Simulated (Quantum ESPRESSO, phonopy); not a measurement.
# LiCl (Fm-3m): a volume series of phonon spectra, part 3 of 3

Which modes of LiCl drive its thermal expansion?

What experiment has found for this phase:
- volume expansion coefficient 131.4 1e-6/K and heat capacity C_P per formula unit 48.1 J/mol/K near room temperature (given in “High-Throughput Prediction of Finite-Temperature Properties using the Quasi-Harmonic Approximation”, 2016, arXiv:1603.06924)
- volume expansion coefficient 131.1 1e-6/K near room temperature (given in “Descriptors for thermal expansion in solids”, 2017, arXiv:1701.03966)

Quantum ESPRESSO 7.5; DFT LDA, scalar-relativistic, plane waves, GBRV ultrasoft pseudopotentials.

So far. Step 28 (Phonons, V/V0 1.05): No mode is imaginary beyond numerical noise along the path. The highest zone-centre mode (no LO–TO term) moved by -14.7 % for a volume change of +5.0 %. Step 28 (Phonons, V/V0 1.05): The time given is that of the 2 pw.x runs on displaced cells behind this step.

The database entry behind the starting cell differs from later determinations by our own check (0.1 to 0.3 % short, probably kX units), so it need not match the best structure at ambient conditions.

## (29) Mode Grüneisen parameters (continued)

The mean mode Grueneisen parameter by wavenumber:

```
wavenumber (cm⁻¹)  mean mode Grueneisen parameter
                7                               -
               21                            1.64
               49                            1.69
               63                            1.44
               91                            1.55
              105                            1.54
              119                            1.66
              147                            1.34
              161                            1.17
              175                            1.13
              203                            1.26
              217                            2.17
              245                            2.71
              259                             2.6
              273                            2.07
              301                            1.67
              315                             1.5
              329                            1.39
              357                            1.19
              371                             1.1
              399                               1
              413                           0.976
```

Volume series, by row:

```
 V/V0  V (Å³/atom)  pressure (GPa)  E - E0 (meV/atom)  gap (eV)  zero-point energy (meV/atom)  lowest on the path (cm⁻¹)  highest at Gamma without the LO-TO term (cm⁻¹)
 0.97        14.83           1.339              1.919     6.516                         41.64                          0                                           250.9
0.985        15.06           0.645              0.481     6.502                         40.52                          0                                           240.4
    1        15.29           0.004                  0     6.488                         39.42                          0                                           230.1
1.015        15.52          -0.587                0.4     6.474                         38.33                          0                                           219.8
 1.03        15.75          -1.133              1.558     6.403                         37.27                          0                                           209.7
 1.05        16.05          -1.795              4.299     6.282                         35.89                          0                                           196.3
```

Table of optical frequency at Gamma without the LO-TO term, mode 4 by V/V0:

```
  V/V0  optical frequency at Gamma without the LO-TO term, mode 4 (cm⁻¹)
0.9700                                                               251
0.9850                                                               240
1.0000                                                               230
1.0150                                                               220
1.0300                                                               210
1.0500                                                               196
```

Grüneisen at points, by row:

```
point  branch  frequency (cm⁻¹)  mode Grüneisen parameter
    Γ       4             230.1                      2.99
    Γ       6             412.9                      0.99
    X       1             132.7                       0.5
    X       3             184.3                      0.42
    X       4             230.8                      3.23
    X       6             242.7                      3.26
    U       1             139.4                      1.23
    U       2             177.4                      1.22
    U       3             180.8                      0.45
    U       4             235.4                      2.79
    U       5             252.6                      2.95
    U       6               285                      1.93
    K       1             139.4                      1.23
    K       2             177.4                      1.22
    K       3             180.8                      0.45
    K       4             235.4                      2.79
    K       5             252.6                      2.95
    K       6               285                      1.93
    L       1             128.8                      2.29
    L       3             216.9                      1.41
    L       4             240.9                      2.32
    L       6             419.5                      0.95
    W       1             161.7                       1.8
    W       2             170.7                       0.5
    W       4             251.5                      2.89
    W       6             273.3                      1.83
```

## (30) Quasi-harmonic fit by phonopy

Energy (each curve on its own zero) against volume; values in meV/atom:

```
volume (Å³/atom)  static  F at 0 K  F at 300 K  F at 900 K
          14.829    1.92      4.71        7.83        18.3
          15.058    0.48      2.16        4.12        10.6
          15.287       0      0.57        1.33        3.74
          15.517     0.4     -0.12       -0.61       -2.36
          15.746    1.56     -0.02       -1.79       -7.72
          16.052     4.3      1.34       -2.22       -13.9
```

Phonopy-qha, vinet fit of F(V) at each temperature; no electronic free energy. Qha vinet, by row:

```
T (K)  fitted volume (Å³/atom)  alpha_V (1e-6/K)  B_T (GPa)  C_P (J/mol-atom/K)  Grueneisen
   75                    15.61             46.66       37.8               9.237       1.775
  100                    15.64             69.62      37.35                13.4       1.837
  125                    15.67             87.81      36.81               16.52        1.88
  150                    15.71             101.7      36.23                18.8       1.907
  175                    15.75             112.6      35.62                20.5       1.926
  200                    15.79             121.3         35               21.81       1.941
  225                    15.84             128.7      34.38               22.84       1.955
```

Table of volume expansion coefficient, phonopy-qha, Vinet by temperature:

```
temperature (K)  volume expansion coefficient, phonopy-qha, Vinet (1e-6/K)
           75.0                                                       46.7
          100.0                                                       69.6
          125.0                                                       87.8
          150.0                                                        102
          175.0                                                        113
          200.0                                                        121
          225.0                                                        129
```

## (31) Outcome

```
mean mode Grüneisen parameter at 300 K : 1.82
```

In words: The table stops at 225 K because beyond it the fitted volume comes within 1 % of the largest computed cell, where the fit loses its support. The heat-capacity-weighted Grüneisen parameter goes from 1.59 at 50 K to 1.82 at 800 K. Weighting γ by the density of states and each mode's heat capacity at 300 K, modes below 140 cm⁻¹ give about 20 % of the sum of γC that drives the expansion, those up to 280 cm⁻¹ 71 % and the rest 9 %. Among the labelled points γ is largest for branch 6 at X (243 cm⁻¹, 3.3) and smallest for branch 3 at X (184 cm⁻¹, 0.42). The supercell is 8.7 Å across at its narrowest and was not tested against a larger one: only its own wavevectors are exact, and acoustic branches between them, with the entropy at low temperature, can be off.

[Logs are printed without paths, hosts, clocks, repeated set-up lines and the standing remarks that a program may print on its own settings, such as how far it seeks lower states.]

[Hosts, paths, dates, database ids (printed as entryN), source tags and the programs' standing remarks are cut or masked in the printed files.]

[A step with changed settings may run another functional than the one named; its input shows which.]

[Of the runs on displaced cells, only some may be shown.]
